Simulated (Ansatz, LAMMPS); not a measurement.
# Elastic response of 42In2O3-58Na2O (mol %) with crystalline order left by the classical run (100 atoms), part 2 of 4

Aim: relax 42In2O3-58Na2O (mol %) with crystalline order left by the classical run (100 atoms), then change its volume and shape to read moduli from the stress.

Ansatz 0.2.0; Kohn-Sham DFT, LDA, PAW (set soft_2), plane waves.

The cell: 22 In, 30 Na and 48 O. The quench rate of 20 K/ps far exceeds what a furnace or splat quench reaches. The starting topology of bonds comes from the classical model. Sampling is at Γ alone.

So far. Step 2 (Single point at the start): The r.m.s. force at the start is 0.33 eV/Å.

## (3) Cell and atoms relaxed

Cell and atoms are freed together, to release stress as well as forces.

The input, input.yaml:

```yaml
crystal:
  lattice:
    - [10.88246, 0.0, 0.0]
    - [0.0, 10.88246, 0.0]
    - [0.0, 0.0, 10.88246]
  atoms:
    [... the 100 atom lines of step 2 ...]
kpoints:
  mp_grid: { grid: [1, 1, 1] }
hamiltonian:
  xc: lda
scf:
  occupations: { method: gaussian, width: 0.05 }
output:
  forces: true
relax:
  f_tol: 0.05
  max_steps: 150
  cell: {}
```

Run with:

```sh
ansatz run input.yaml --threads 4 --pin off --max-ram 8192MiB --backend cpu --events-out ev --progress --plain --runs-dir out
```

Numbers of over 12 decimals in the logs are rounded to 6 here.

The log of the run:

```text
[...]
Crystal: 100 atoms, lattice volume = 1288.787 Å³
Basis set: ecut = 420 eV, 25269 PW (Γ)
Bands: 522, of which v1, the nominal top of the filled ones, is band 422 counted from 1 (421 counted from 0)
Symmetry: 1 space group operations
[...]
k-points: 1
[...]
SCF iter   1: F=—  HF=-190736.439223 eV  |F-HF|=—  |Δ(HF+E_count)|=         —  Δρ=1.82e-2  dr2=3.71e0  ethr=1.77e-3  ⟨swp⟩=6.0  Hψ=2101  notcnv=0  defer=26
[...]
SCF iter  10: F=—  HF=-190735.321122 eV  |F-HF|=—  |Δ(HF+E_count)|=   1.10e-7  Δρ=3.26e-6  dr2=1.27e-7  ethr=1.19e-10  ⟨swp⟩=2.0  Hψ=717  notcnv=0  defer=92
SCF iter  11: F=-190735.321122 eV  HF=-190735.321122 eV  |F-HF|=3.45e-8  |Δ(HF+E_count)|=   2.40e-8  Δρ=1.94e-6  dr2=4.52e-8  ethr=1.18e-11  ⟨swp⟩=3.0  Hψ=1370  notcnv=0
SCF 1 converged in 11 iterations: F = -190735.321122 eV  dr2 = 4.52e-8
[...]
relax step   1: F+E_penalty+E_count = -190735.32112192 eV  Δ(F+E_penalty+E_count) = +0.000e0 eV  max|allowed force component| = 1.128e0 eV/Å  Δτ_max = 0.0000 Å  P = -3.071 GPa  Ω = 1288.787 Å³  (11 SCF iters, dr2 threshold 1.00e-7 eV, accepted)
[... from here on, the SCF cycles and remarks between the steps are left out ...]
relax step   2: F+E_penalty+E_count = -190740.12246784 eV  Δ(F+E_penalty+E_count) = -4.801e0 eV  max|allowed force component| = 5.009e-1 eV/Å  Δτ_max = 0.1345 Å  P = -0.955 GPa  Ω = 1247.308 Å³  energy of the carried Pulay correction = +1.740e-1 eV  (8 SCF iters, dr2 threshold 1.00e-5 eV, accepted)
relax step   3: F+E_penalty+E_count = -190741.83415609 eV  Δ(F+E_penalty+E_count) = -1.712e0 eV  max|allowed force component| = 3.800e-1 eV/Å  Δτ_max = 0.1253 Å  P = +1.139 GPa  Ω = 1211.153 Å³  energy of the carried Pulay correction = +3.305e-1 eV  (8 SCF iters, dr2 threshold 1.00e-5 eV, accepted)
relax step   4: F+E_penalty+E_count = -190743.02601765 eV  Δ(F+E_penalty+E_count) = -1.192e0 eV  max|allowed force component| = 4.298e-1 eV/Å  Δτ_max = 0.2000 Å  P = +0.514 GPa  Ω = 1211.274 Å³  energy of the carried Pulay correction = +3.299e-1 eV  (8 SCF iters, dr2 threshold 1.00e-5 eV, accepted)
relax step   5: F+E_penalty+E_count = -190743.66498086 eV  Δ(F+E_penalty+E_count) = -6.390e-1 eV  max|allowed force component| = 2.951e-1 eV/Å  Δτ_max = 0.1962 Å  P = +0.179 GPa  Ω = 1211.172 Å³  energy of the carried Pulay correction = +3.304e-1 eV  (8 SCF iters, dr2 threshold 1.00e-5 eV, accepted)
relax step   6: F+E_penalty+E_count = -190744.03049517 eV  Δ(F+E_penalty+E_count) = -3.655e-1 eV  max|allowed force component| = 2.272e-1 eV/Å  Δτ_max = 0.2000 Å  P = +0.035 GPa  Ω = 1210.468 Å³  energy of the carried Pulay correction = +3.335e-1 eV  (8 SCF iters, dr2 threshold 5.44e-6 eV, accepted)
relax step   7: F+E_penalty+E_count = -190744.30006849 eV  Δ(F+E_penalty+E_count) = -2.696e-1 eV  max|allowed force component| = 3.470e-1 eV/Å  Δτ_max = 0.1913 Å  P = +0.017 GPa  Ω = 1208.962 Å³  energy of the carried Pulay correction = +3.401e-1 eV  (8 SCF iters, dr2 threshold 3.23e-6 eV, accepted)
relax step   8: F+E_penalty+E_count = -190744.52157800 eV  Δ(F+E_penalty+E_count) = -2.215e-1 eV  max|allowed force component| = 4.017e-1 eV/Å  Δτ_max = 0.1913 Å  P = -0.016 GPa  Ω = 1207.854 Å³  energy of the carried Pulay correction = +3.450e-1 eV  (7 SCF iters, dr2 threshold 7.53e-6 eV, accepted)
relax step   9: F+E_penalty+E_count = -190744.71453972 eV  Δ(F+E_penalty+E_count) = -1.930e-1 eV  max|allowed force component| = 3.240e-1 eV/Å  Δτ_max = 0.1953 Å  P = +0.063 GPa  Ω = 1206.068 Å³  energy of the carried Pulay correction = +3.528e-1 eV  (7 SCF iters, dr2 threshold 1.00e-5 eV, accepted)
relax step  10: F+E_penalty+E_count = -190744.89869295 eV  Δ(F+E_penalty+E_count) = -1.842e-1 eV  max|allowed force component| = 3.314e-1 eV/Å  Δτ_max = 0.1951 Å  P = -0.051 GPa  Ω = 1206.448 Å³  energy of the carried Pulay correction = +3.512e-1 eV  (8 SCF iters, dr2 threshold 6.56e-6 eV, accepted)
relax step  11: F+E_penalty+E_count = -190745.08465751 eV  Δ(F+E_penalty+E_count) = -1.860e-1 eV  max|allowed force component| = 3.483e-1 eV/Å  Δτ_max = 0.2000 Å  P = -0.040 GPa  Ω = 1205.317 Å³  energy of the carried Pulay correction = +3.561e-1 eV  (8 SCF iters, dr2 threshold 6.87e-6 eV, accepted)
relax step  12: F+E_penalty+E_count = -190745.23033628 eV  Δ(F+E_penalty+E_count) = -1.457e-1 eV  max|allowed force component| = 2.350e-1 eV/Å  Δτ_max = 0.1949 Å  P = +0.005 GPa  Ω = 1203.943 Å³  energy of the carried Pulay correction = +3.622e-1 eV  (7 SCF iters, dr2 threshold 7.58e-6 eV, accepted)
relax step  13: F+E_penalty+E_count = -190745.34462569 eV  Δ(F+E_penalty+E_count) = -1.143e-1 eV  max|allowed force component| = 1.269e-1 eV/Å  Δτ_max = 0.2000 Å  P = -0.000 GPa  Ω = 1202.895 Å³  energy of the carried Pulay correction = +3.668e-1 eV  (8 SCF iters, dr2 threshold 3.45e-6 eV, accepted)
relax step  14: F+E_penalty+E_count = -190745.40083301 eV  Δ(F+E_penalty+E_count) = -5.621e-2 eV  max|allowed force component| = 4.387e-2 eV/Å  Δτ_max = 0.1939 Å  P = -0.006 GPa  Ω = 1201.856 Å³  energy of the carried Pulay correction = +3.714e-1 eV  (9 SCF iters, dr2 threshold 1.01e-6 eV, accepted)
relax step  15: F+E_penalty+E_count = -190745.53642150 eV  Δ(F+E_penalty+E_count) = -1.356e-1 eV  max|allowed force component| = 4.629e-2 eV/Å  Δτ_max = 0.0000 Å  P = +0.092 GPa  Ω = 1201.856 Å³  stress off target by 7.61e-1 GPa  SCF on the basis re-selected at this cell (its energy is not comparable with the rows above)  (9 SCF iters)
relax step  16: F+E_penalty+E_count = -190745.56926443 eV  Δ(F+E_penalty+E_count) = -3.284e-2 eV  max|allowed force component| = 4.821e-2 eV/Å  Δτ_max = 0.0926 Å  P = -0.065 GPa  Ω = 1201.136 Å³  energy of the carried Pulay correction = +3.818e-3 eV  (8 SCF iters, dr2 threshold 1.45e-6 eV, accepted)
relax step  17: F+E_penalty+E_count = -190745.58099981 eV  Δ(F+E_penalty+E_count) = -1.174e-2 eV  max|allowed force component| = 1.048e-2 eV/Å  Δτ_max = 0.0119 Å  P = +0.011 GPa  Ω = 1200.557 Å³  energy of the carried Pulay correction = +6.336e-3 eV  (7 SCF iters, dr2 threshold 3.92e-7 eV, accepted)
relax step  18: F+E_penalty+E_count = -190745.57956978 eV  Δ(F+E_penalty+E_count) = +1.430e-3 eV  max|allowed force component| = 1.127e-2 eV/Å  Δτ_max = 0.0000 Å  P = +0.006 GPa  Ω = 1200.557 Å³  stress off target by 7.73e-2 GPa  SCF on the basis re-selected at this cell (its energy is not comparable with the rows above)  (6 SCF iters)
relax step  19: F+E_penalty+E_count = -190745.58032706 eV  Δ(F+E_penalty+E_count) = -7.573e-4 eV  max|allowed force component| = 4.589e-3 eV/Å  Δτ_max = 0.0080 Å  P = -0.001 GPa  Ω = 1200.537 Å³  energy of the carried Pulay correction = +1.645e-4 eV  (8 SCF iters, dr2 threshold 1.49e-8 eV, accepted)
relax step  20: F+E_penalty+E_count = -190745.58111825 eV  Δ(F+E_penalty+E_count) = -7.912e-4 eV  max|allowed force component| = 4.667e-3 eV/Å  Δτ_max = 0.0000 Å  P = -0.001 GPa  Ω = 1200.537 Å³  stress off target by 6.60e-3 GPa  SCF on the basis re-selected at this cell (its energy is not comparable with the rows above)  (4 SCF iters)
[...]
SCF converged after 4 iterations
Free energy (F): -190745.581118 eV
[...]
Internal energy: -190745.581118 eV  (E = F + TS)
E sigma→0 (E₀):  -190745.581118 eV
Fermi energy:    8.022578 eV
[...]
Σ components = -190745.581118   (vs F -190745.581118, Δ=0.00e0)
--- Forces (eV/Å), atoms counted from 1 ---
  atom   1  In    -0.00184258    -0.00019581     0.00018941
  atom   2  In     0.00020924     0.00123661    -0.00006547
  atom   3  In    -0.00042773    -0.00019849     0.00077730
  atom   4  In    -0.00169589     0.00188029     0.00011330
[...]
atom 100  O     -0.00151415     0.00076783    -0.00037105
  max |Σ_I F_I| component: 4.91e-5 eV/Å
--- Stress (GPa, compression-positive) ---
       -0.000343      -0.000215       0.003495
       -0.000215      -0.002260       0.003841
        0.003495       0.003842      -0.001034
  P = ⅓ Tr σ = -0.0012 GPa (-0.012 kbar)
--- Relaxed structure (17 steps of the walk, 17 accepted, 3 SCFs on fresh bases) ---
  F+E_penalty+E_count = -190745.58111825 eV   max|allowed force component| = 4.667e-3 eV/Å   (the final SCF, on the basis selected at the relaxed cell)
  cell:  # Å, volume = 1200.5367 Å³
    - [11.108495, -0.444989, 0.897080]
    - [-0.444989, 10.614252, 0.446085]
    - [0.897080, 0.446085, 10.293447]
  atoms:
    - { symbol: In, position: [0.323263, 0.330020, 0.086387] }
    - { symbol: In, position: [0.667462, 0.463893, 0.601301] }
    - { symbol: In, position: [0.917914, 0.777152, 0.313631] }
    - { symbol: In, position: [0.388611, 0.409202, 0.762674] }
[...]
- { symbol: O, position: [0.648490, 0.439602, 0.134396] }
```

Wall time 3.7 min (4 threads of Intel Xeon Platinum 8375C at 2.90GHz (Ice Lake), shared host); peak memory 2 GiB; 14 min of CPU time.

The relaxation converged after 17 steps, with a largest force component of 0.0047 eV/Å.

## (4) Single point at the relaxed geometry

The electronic structure is read at the final geometry, in a run of its own.

The input, input.yaml:

```yaml
crystal:
  lattice:
    - [11.10849, -0.44499, 0.89708]
    - [-0.44499, 10.61425, 0.44608]
    - [0.89708, 0.44608, 10.29345]
  atoms:
    - { symbol: In, position: [0.32326, 0.33002, 0.08639] }
    - { symbol: In, position: [0.66746, 0.46389, 0.6013] }
    - { symbol: In, position: [0.91791, 0.77715, 0.31363] }
    - { symbol: In, position: [0.38861, 0.4092, 0.76267] }
    - { symbol: In, position: [0.86207, 0.06027, 0.21444] }
    - { symbol: In, position: [0.99941, 0.24119, 0.54645] }
    [... 88 atom lines left out ...]
    - { symbol: O, position: [0.61362, 0.3847, 0.41996] }
    - { symbol: O, position: [0.56708, 0.6578, 0.28649] }
    - { symbol: O, position: [0.097, 0.03346, 0.87026] }
    - { symbol: O, position: [0.47083, 0.20995, 0.09679] }
    - { symbol: O, position: [0.77759, 0.60843, 0.45119] }
    - { symbol: O, position: [0.64849, 0.4396, 0.1344] }
kpoints:
  mp_grid: { grid: [1, 1, 1] }
hamiltonian:
  xc: lda
scf:
  occupations: { method: gaussian, width: 0.05 }
output:
  forces: true
  stress: true
  populations: true
  dos:
    method: { smearing: { sigma: 0.1 } }
    de: 0.1
    projected: { site_lists: { In: [In], Na: [Na], O: [O] } }
  eigenvalues: true
  write_density: true
  write_potential: true
  volumetric_format: npy
```

The log of the run:

```text
[...]
Crystal: 100 atoms, lattice volume = 1200.536 Å³
Basis set: ecut = 420 eV, 23491 PW (Γ)
Bands: 522, of which v1, the nominal top of the filled ones, is band 422 counted from 1 (421 counted from 0)
Symmetry: 1 space group operations
[...]
k-points: 1
[...]
SCF iter   1: F=—  HF=-190746.702251 eV  |F-HF|=—  |Δ(HF+E_count)|=         —  Δρ=1.88e-2  dr2=3.58e0  ethr=1.77e-3  ⟨swp⟩=5.0  Hψ=2044  notcnv=0  defer=77
[...]
SCF iter  11: F=-190745.581117 eV  HF=-190745.581118 eV  |F-HF|=1.71e-8  |Δ(HF+E_count)|=   3.87e-9  Δρ=1.59e-6  dr2=3.12e-8  ethr=1.18e-11  ⟨swp⟩=14.0  Hψ=3751  notcnv=0
SCF 1 converged in 11 iterations: F = -190745.581117 eV  dr2 = 3.12e-8
[...]
SCF converged after 11 iterations
Free energy (F): -190745.581117 eV
[...]
Internal energy: -190745.581117 eV  (E = F + TS)
E sigma→0 (E₀):  -190745.581117 eV
Fermi energy:    8.022656 eV
[...]
--- Forces (eV/Å), atoms counted from 1 ---
  atom   1  In    -0.00135600    -0.00007117    -0.00068348
  atom   2  In     0.00094268     0.00228386     0.00029017
  atom   3  In    -0.00002978    -0.00002158     0.00099191
  atom   4  In    -0.00183327     0.00278962     0.00056284
  atom   5  In     0.00086934    -0.00061641     0.00089999
  atom   6  In     0.00031537     0.00090032    -0.00250220
  atom   7  In    -0.00187240    -0.00174923    -0.00160265
  atom   8  In    -0.00050754     0.00233553     0.00123806
  atom   9  In    -0.00036322    -0.00098814    -0.00164066
  atom  10  In    -0.00207282    -0.00277400    -0.00004595
  atom  11  In    -0.00139161     0.00016426     0.00052424
  atom  12  In     0.00115345    -0.00162721     0.00112237
  atom  13  In    -0.00037057    -0.00122361    -0.00035969
  atom  14  In     0.00027917    -0.00024212     0.00161166
[...]
atom  99  O     -0.00071035     0.00003189    -0.00017578
  atom 100  O     -0.00149016     0.00098638    -0.00095573
  max |Σ_I F_I| component: 6.26e-5 eV/Å
--- Stress (GPa, compression-positive) ---
        0.000017       0.000025       0.003464
        0.000025      -0.002041       0.003930
        0.003464       0.003930      -0.000508
  P = ⅓ Tr σ = -0.0008 GPa (-0.008 kbar)
--- Band table (eV) ---
[...]
--- Löwdin populations: 100 sites ---
  site symbol       q [e]
     0     In     11.9788
     1     In     12.0655
     2     In     12.0371
[...]
99      O      6.8313
  spilling = 0.003560 (of n_electrons = 844.000000)
```

Wall time 18 s (4 threads); peak memory 1.8 GiB; 65 s of CPU time.

The run gave:

```
free energy                                      : -190745.5811 eV
free energy per atom                             : -1907.4558 eV/atom
SCF cycles                                       : 11
pressure                                         : -0.0008441 GPa
r.m.s. force component                           : 0.00103 eV/Å
longest force                                    : 0.00518 eV/Å
Fermi energy                                     : 8.023 eV
gap (highest filled to lowest empty level) : 1.302 eV
spilling of the projection                       : 0.00356
```

Löwdin charges by element and coordination (they lack the spilled electrons, 0.030 e an atom on average):

```
element  coordination  atoms  mean charge (e)  spread   least    most
     In           all     22            0.962  0.0506   0.787    1.02
     In             4      1            0.787       0   0.787   0.787
     In             5      1            0.947       0   0.947   0.947
     In             6     20            0.972  0.0345   0.892    1.02
     Na           all     30            0.780  0.0096   0.762   0.798
     Na             4      3            0.779  0.0127   0.766   0.796
     Na             5     10            0.775   0.009   0.762   0.794
     Na             6     17            0.784  0.0075   0.773   0.798
      O           all     48           -0.866  0.0699   -1.04  -0.772
      O             5      1           -0.801       0  -0.801  -0.801
      O             6     41           -0.852   0.059   -1.02  -0.772
      O             7      6           -0.971  0.0471   -1.04  -0.923
```

States in the cell by windows of 1 eV, zero at the Fermi level; the larger projections on atomic orbitals stand beside the total:

```
from (eV)  to (eV)  total   O p  In p  In s   In d
      -14      -13   95.2   1.8   0.3   0.1   92.1
      -13      -12  114.4   1.7   0.8   0.2  106.1
      -12      -11   10.4   0.2   0.1   0.0    8.1
      -11       -7    0.0   0.0   0.0   0.0    0.0
       -7       -6    6.7   4.0   0.2   2.2    0.1
       -6       -5   28.0  16.9   1.4   7.5    0.4
       -5       -4   25.6  17.7   3.7   2.4    0.3
       -4       -3   43.6  34.0   6.0   0.6    0.5
       -3       -2   62.6  53.9   4.2   0.3    0.7
       -2       -1   96.5  90.5   1.3   0.2    1.7
       -1        0   25.0  23.9   0.2   0.0    0.3
        0        1    2.0   0.3   0.0   0.4    0.0
        1        2    0.0   0.0   0.0   0.0    0.0
        2        3    4.0   1.3   0.6   1.0    0.0
        3        4   14.1   4.4   1.7   4.3    0.0
        4        5   18.6   5.4   2.7   6.5    0.0
```

Between -26 and -14 eV lie 276 more states.

The stored curve holds about 784 of the 844 electrons; the rest, give or take the few that broadening carries across the Fermi level, lie in deeper levels below its range.

The levels nearest the highest filled one (over half full), pooled over k-points and spins:

```
level less the highest filled one (eV)  occupation
                                -0.228           2
                                -0.142           2
                                -0.116           2
                               -0.0964           2
                               -0.0786           2
                                     0           2
                                  1.30           0
                                  2.93           0
                                  3.54           0
                                  3.72           0
                                  3.85           0
                                  3.91           0
```

Electrostatic potential energy in the ac plane at fractional y = 0.324, with atoms of In and Na and O within 0.2 Å of it. With pseudopotentials it is smooth inside the atoms' cores, unlike the true potential.

Ten even steps from '_' (-34 eV) to '@' (12 eV), each cell a mean:
```
@@@@%%%%%%@@@@@@@@%%%%%%@@@@@@@@@@**::::**%%@@@@@@@@@@@@@@@@@@
@@@@%%##%%@@@@%%##%%@@@@@@@@@@@@%%++____::%%@@@@@@@@@@@@@@@@@@
@@@@%%%%%%@@@@@@##%%@@@@@@@@@@@@@@##==::++%%@@@@@@@@@@@@@@@@@@
@@@@@@@@@@@@@@@@@@@@%%%%%%%%@@@@@@@@%%%%%%@@@@@@@@@@@@@@@@@@@@
@@@@@@@@@@@@@@@@@@%%##****##@@@@####@@@@@@@@@@@@@@@@%%%%%%@@@@
++::==%%@@@@@@@@@@%%##++++**%%**..__==@@@@@@@@@@@@@@%%####%%@@
--____++@@@@@@@@@@@@%%####%%@@**____..%%@@@@@@@@@@@@@@%%%%%%%%
##----##@@@@@@@@@@####%%@@@@@@@@**==**@@@@@@@@@@@@@@@@@@@@@@@@
%%%%@@@@@@@@@@@@**..__==@@@@@@@@@@@@@@@@@@@@@@@@##----##@@@@%%
####@@@@@@@@@@@@**____::%%@@@@@@@@@@@@@@@@@@@@@@**____--%%%%##
==**%%@@@@@@@@@@@@**==**@@@@@@@@@@@@@@@@@@@@@@@@%%==::++%%##++
++**%%@@@@@@@@@@@@@@@@@@@@@@@@@@@@@@@@@@@@@@@@@@@@@@@@@@@@%%**
##%%%%%%@@@@@@@@%%@@@@@@@@@@@@@@@@@@%%%%@@@@@@%%@@@@@@@@@@@@%%
@@%%**++##@@@@%%####%%@@@@@@@@@@@@@@****%%@@%%####%%@@@@@@@@@@
@@@@##**##@@@@%%####%%@@@@@@@@@@@@@@%%%%@@@@@@%%##%%@@@@@@@@@@
####%%%%@@@@@@@@%%%%@@@@@@@@%%##****##%%@@@@@@@@@@@@@@@@@@@@%%
....--##@@@@@@@@@@@@@@@@@@@@##==....--**@@@@@@@@@@@@@@@@@@%%==
______--%%@@@@@@@@@@@@@@@@@@##--______==%%@@@@@@@@@@@@@@@@##::
______::##@@@@@@@@@@@@@@@@@@%%++..__..==%%@@@@@@@@@@@@@@@@%%--
--::::++%%@@@@%%##++++##%%@@@@%%**==++##@@@@@@@@@@@@@@@@@@@@##
%%####%%@@@@@@##--____::**@@@@@@@@%%%%@@@@@@@@%%**==++%%@@@@@@
@@@@@@@@@@@@@@**..______--%%@@@@@@@@@@@@@@@@@@%%::____==%%@@@@
@@@@@@@@@@@@@@##--______--%%@@@@@@@@@@@@@@@@@@%%==____==%%@@@@
@@@@@@@@@@@@@@@@##==--==**%%@@@@@@%%%%%%@@@@@@@@%%**++##@@@@@@
```
Columns run along a (11.2 Å; values clipped at the 3rd and 97th percentile), rows up along c (10.3 Å). Atoms in or near the plane, at fractional coordinates: In at (0.32, 0.09), In at (0.04, 0.24), Na at (0.83, 0.08), O at (0.32, 0.61), O at (0.55, 0.73), O at (0.84, 0.59), O at (0.05, 0.72).

Valence density in the ac plane at fractional y = 0.324, with atoms of In and Na and O within 0.2 Å of it. It is the smooth field of the valence electrons, not physical close to the nuclei.

Values in units of 1e0 e/Å³, 13 rows by 16 columns, each cell a mean:
```
0.0 0.2 0.2 0.3 0.7 0.3 0.1 0.1 0.2 5.7 3.5 0.1 0.1 0.1 0.0 0.0
0.1 0.1 0.1 0.3 0.9 0.4 0.1 0.1 0.1 1.9 1.8 0.1 0.2 0.2 0.1 0.1
0.8 0.5 0.1 0.1 0.2 0.4 0.5 0.4 1.5 1.0 0.1 0.0 0.1 0.2 0.2 0.3
3.7 3.3 0.3 0.1 0.2 0.4 0.4 0.5 4.1 3.6 0.3 0.1 0.1 0.2 0.2 0.4
0.8 0.9 0.2 0.2 1.9 3.4 0.5 0.1 0.5 0.6 0.2 0.1 0.8 2.4 0.6 0.2
0.6 0.2 0.1 0.1 1.4 3.6 0.7 0.1 0.1 0.1 0.1 0.1 1.0 4.0 1.3 0.5
0.5 0.5 0.2 0.1 0.1 0.2 0.1 0.0 0.1 0.4 0.3 0.1 0.1 0.3 0.2 0.3
0.3 1.4 0.9 0.2 0.5 0.2 0.0 0.1 0.2 1.0 0.8 0.2 0.5 0.1 0.1 0.1
0.8 0.6 0.4 0.1 0.1 0.2 0.2 0.2 0.9 0.7 0.3 0.1 0.1 0.1 0.1 0.3
7.1 3.4 0.2 0.1 0.1 0.2 0.3 0.5 4.1 3.5 0.3 0.1 0.1 0.2 0.3 1.1
2.6 1.8 0.2 0.2 0.5 0.7 0.2 0.2 0.8 1.1 0.3 0.1 0.1 0.2 0.1 0.4
0.2 0.1 0.1 0.2 3.7 7.6 1.1 0.2 0.1 0.1 0.1 0.1 2.5 8.9 0.6 0.1
0.1 0.1 0.1 0.1 1.3 3.5 0.8 0.1 0.1 0.1 0.1 0.0 1.0 5.4 0.6 0.1
```
Columns run along a (11.2 Å), rows up along c (10.3 Å). Atoms in or near the plane, at fractional coordinates: In at (0.32, 0.09), In at (0.04, 0.24), Na at (0.83, 0.08), O at (0.32, 0.61), O at (0.55, 0.73), O at (0.84, 0.59), O at (0.05, 0.72).

Filled and empty levels are parted by 1.30 eV (at Γ alone); a local or semilocal functional tends to put such gaps too low. In a disordered cell it changes from sample to sample, and tail or defect levels can set it. Mean Löwdin charges: In +0.96, Na +0.78, O -0.87 e (they miss 0.36 % of the electrons, so they add up to more than the cell's charge).

(Part 2 of 4 ends here.)

[Logs are printed without paths, hosts, clocks, repeated set-up lines and the standing remarks that a program may print on its own settings, such as how far it seeks lower states.]

[Hosts, paths, dates, database ids (printed as entryN), source tags and the programs' standing remarks are cut or masked in the printed files.]
